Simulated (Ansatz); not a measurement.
# Phonon-limited resistivity of Al(100) film of 3 layers, part 2 of 2

Wanted: the electron–phonon coupling λ, α²F(ω) and the phonon-limited resistivity of Al(100) film of 3 layers, on meshes from cheap to dear.

Ansatz 0.2.0; DFT PBE, scalar-relativistic, plane waves, PAW; PAW set soft_1.

So far, highest frequency, solved or plainly interpolated (cm⁻¹): step 4 (lattice stability: q 2×2×1, k 6×6×1) 349; step 5 (k-mesh 9×9×1, q mesh 3×3×1) 336.

In doubt: the program doubts the meshes or the phonons of the coupling sums, which bears on λ, Tc and transport values.

## (6) Electron–phonon run: q 3×3×1, k 9×9×1, scattering 12×12×1 (continued)

300 K. The cumulative share of the conductivity, along x by mean free path:

```tsv
mean free path (nm)	cumulative share of the conductivity, along x
1.58	0.00249
1.78	0.00345
2.00	0.00739
2.24	0.0123
2.51	0.0152
2.82	0.0187
3.16	0.0314
3.55	0.0380
3.98	0.0565
4.47	0.0833
5.01	0.102
5.62	0.144
6.31	0.183
7.08	0.290
7.94	0.435
8.91	0.516
10	0.526
11.2	0.579
12.6	0.659
14.1	0.791
```

Resistivity by mesh:

```tsv
mesh	T (K)	mean rho (μΩ cm)
12x12x1	20	0.1423
12x12x1	300	36.44
12x12x1	800	102
6x6x1	20	0.1631
6x6x1	300	88.63
6x6x1	800	232.5
3x3x1	20	0.1014
3x3x1	300	41.78
3x3x1	800	121.3
```

Harmonic. Thermo, by row:

```tsv
T (K)	F_vib (meV/atom)	S (J/mol-atom/K)	C_V (J/mol-atom/K)
0	35.35	0	0
50	34.9	2.747	5.604
100	31.81	9.413	14.01
150	25.17	16.07	18.62
200	15.32	21.79	20.95
250	2.75	26.61	22.22
300	-12.14	30.73	22.97
350	-29.01	34.31	23.44
400	-47.62	37.46	23.76
450	-67.78	40.27	23.98
500	-89.32	42.81	24.14
550	-112.1	45.12	24.26
600	-136.1	47.23	24.36
650	-161	49.19	24.43
700	-187	51	24.48
750	-213.9	52.69	24.53
800	-241.6	54.27	24.57
850	-270.1	55.76	24.6
900	-299.4	57.17	24.63
950	-329.3	58.5	24.65
1000	-360	59.77	24.67
```

The run reports squared frequencies that differ by up to 44 % between the solve mesh and the fine mesh. The program warns of modes at or below zero frequency in the interpolation and leaves them out of its thermodynamic sums. By its own test the run is not converged in the mesh. λ = 0.668 and 114 Ω per square at 300 K. The run's own test puts 143 % between its two finest meshes on the component of the resistivity at 300 K that moves most, so it is not converged.

## (7) Electron–phonon run: q 3×3×1, k 9×9×1, scattering 16×16×1

The next rung changes the scattering mesh, which samples the Fermi surface.

input.yaml reads:

```yaml
crystal:
  lattice:
    - [2.7508301262, 0.0, 0.0]
    - [0.0, 2.7508301262, 0.0]
    - [0.0, 0.0, 31.9000003]
  atoms:
    - { symbol: Al, position: [0.0, 0.0, 0.1690908933] }
    - { symbol: Al, position: [0.5, 0.5, 0.2358934147] }
    - { symbol: Al, position: [0.0, 0.0, 0.3026959361] }
  periodic: [true, true, false]
kpoints:
  mp_grid: { grid: [9, 9, 1] }
hamiltonian:
  xc: pbe
  pseudopotentials: { kind: paw, azcp: { folder: soft_1 } }
scf:
  occupations: { method: methfessel_paxton, width: 0.2 }
output:
  eigenvalues: true
phonons:
  method: dfpt
  qmesh: [3, 3, 1]
  temperatures: { t_max: 1000, t_step: 50 }
  qpath:
    path: [[0.0, 0.0, 0.0], [0.0, 0.5, 0.0], [0.5, 0.5, 0.0], [0.0, 0.0, 0.0]]
    npoints: 10
  electrical_resistivity:
    mesh: [16, 16, 1]
    temperatures: [20.0, 50.0, 77.0, 100.0, 150.0, 200.0, 300.0, 400.0, 600.0, 800.0]
```

On the command line:

```console
ansatz run input.yaml --threads 4 --pin off --max-ram 20480MiB --backend cpu --events-out ev --progress --plain --runs-dir out
```

The job ended after 88 s (4 threads of Arm Neoverse V1, shared host; peak memory 2.9 GiB).

The run ended with an error.

The program's message: “electrical resistivity: the phonon self-energy gives or leaves a mode of imaginary frequency on the scattering mesh, on its own coarse k mesh or nearer the zone's centre than that mesh's first points: …”

The self-energy step leaves a mode imaginary somewhere between the solved wavevectors, and the run stops; that can be an artefact of the interpolation at long waves.

## (8) Resistivity: phonons by Fourier interpolation alone

The run is repeated with Fourier-interpolated phonons, which need no self-energy step.

Edit input.yaml of step 7 so:

```diff
@@ -29 +29,2 @@
     temperatures: [20.0, 50.0, 77.0, 100.0, 150.0, 200.0, 300.0, 400.0, 600.0, 800.0]
+  electron_occupations: "off"
```

Run time: 46 s. Hardware: 4 threads; peak memory 0.84 GiB.

The run ended with an error.

The program's message: “electrical resistivity: the mode of lowest frequency at the wavevector [0.0625, 0.0625, 0.0000] is imaginary, -11.88 cm⁻¹ (written negative): every mode at the wavevectors of the force constants' own …”

The run stops because a mode is imaginary on the scattering mesh, where no scattering rate is defined; denser k meshes, other smearings and, between solved wavevectors, finer q meshes show whether the instability is real.

## (9) Outcome

| Property | Result |
| --- | --- |
| run | PBE, q 3×3×1, k 9×9×1, scattering 12×12×1 |
| coupling constant λ | 0.668 |
| log mean phonon energy ħω_log | 14.4 meV |
| states at the Fermi level | 0.657 states/eV/spin/cell |
| sheet resistance at 300 K | 114 Ω per square |
| change between its two finest scattering meshes | λ 8 %, resistivity at 300 K 143 % |
| time of that run | 97 s |

What this shows: On the last rung that gave a resistivity at the base settings (q 3×3×1, k 9×9×1, scattering 12×12×1), Al(100) film of 3 layers has λ = 0.67 and a phonon-limited sheet resistance of 114 Ω per square at 300 K. Twice the integral of α²F/ω over this curve gives λ = 0.67, half of it from below 17.6 meV. The coupling is moderate (λ = 0.67), so phonons raise the electrons' mass at the Fermi surface by about 67 %. A finer rung stopped at an imaginary mode of its scattering step, so the stability of the lattice, and with it these numbers, is not settled. The imaginary mode of the coarsest meshes is gone at the same wavevector on the finer ones. The finest run still stopped at an imaginary mode of its scattering step, so stability is not settled. Values of ρ(T) under 50 K rest on the softest modes, mostly interpolated ones, and are the least sure of the table. The high-temperature form ρ = 2π k_B T λ_tr/(ħ ε₀ ω_p²) gives 36.5 μΩ cm along x at 300 K, against 36.4 from the Boltzmann equation. The three lowest branches give 47 % of λ. By the run's own test, which takes the component that moves most, the resistivity at 300 K moves by 143 % between its two finest scattering meshes, so it is not converged. In the run quoted no mode is imaginary at the wavevectors of the 3×3×1 mesh; another run of the session found or stopped at an imaginary mode. In the plain interpolation 0.2 % of the modes are imaginary. Only scattering by harmonic phonons counts; impurities, grain boundaries and thermal expansion are left out. The resistivity belongs to the whole cell, vacuum included; the sheet resistance is the quantity that does not depend on the vacuum. The c of the given cell is the typed one; the program laid its own vacuum and ran the layer in a cell 31.9 Å high. The structure was built by hand as an ordered model, and its stability against other phases was not tested.

[Logs are printed without paths, hosts, clocks, repeated set-up lines and the standing remarks that a program may print on its own settings, such as how far it seeks lower states.]

[Hosts, paths, dates, database ids (printed as entryN), source tags and the programs' standing remarks are cut or masked in the printed files.]
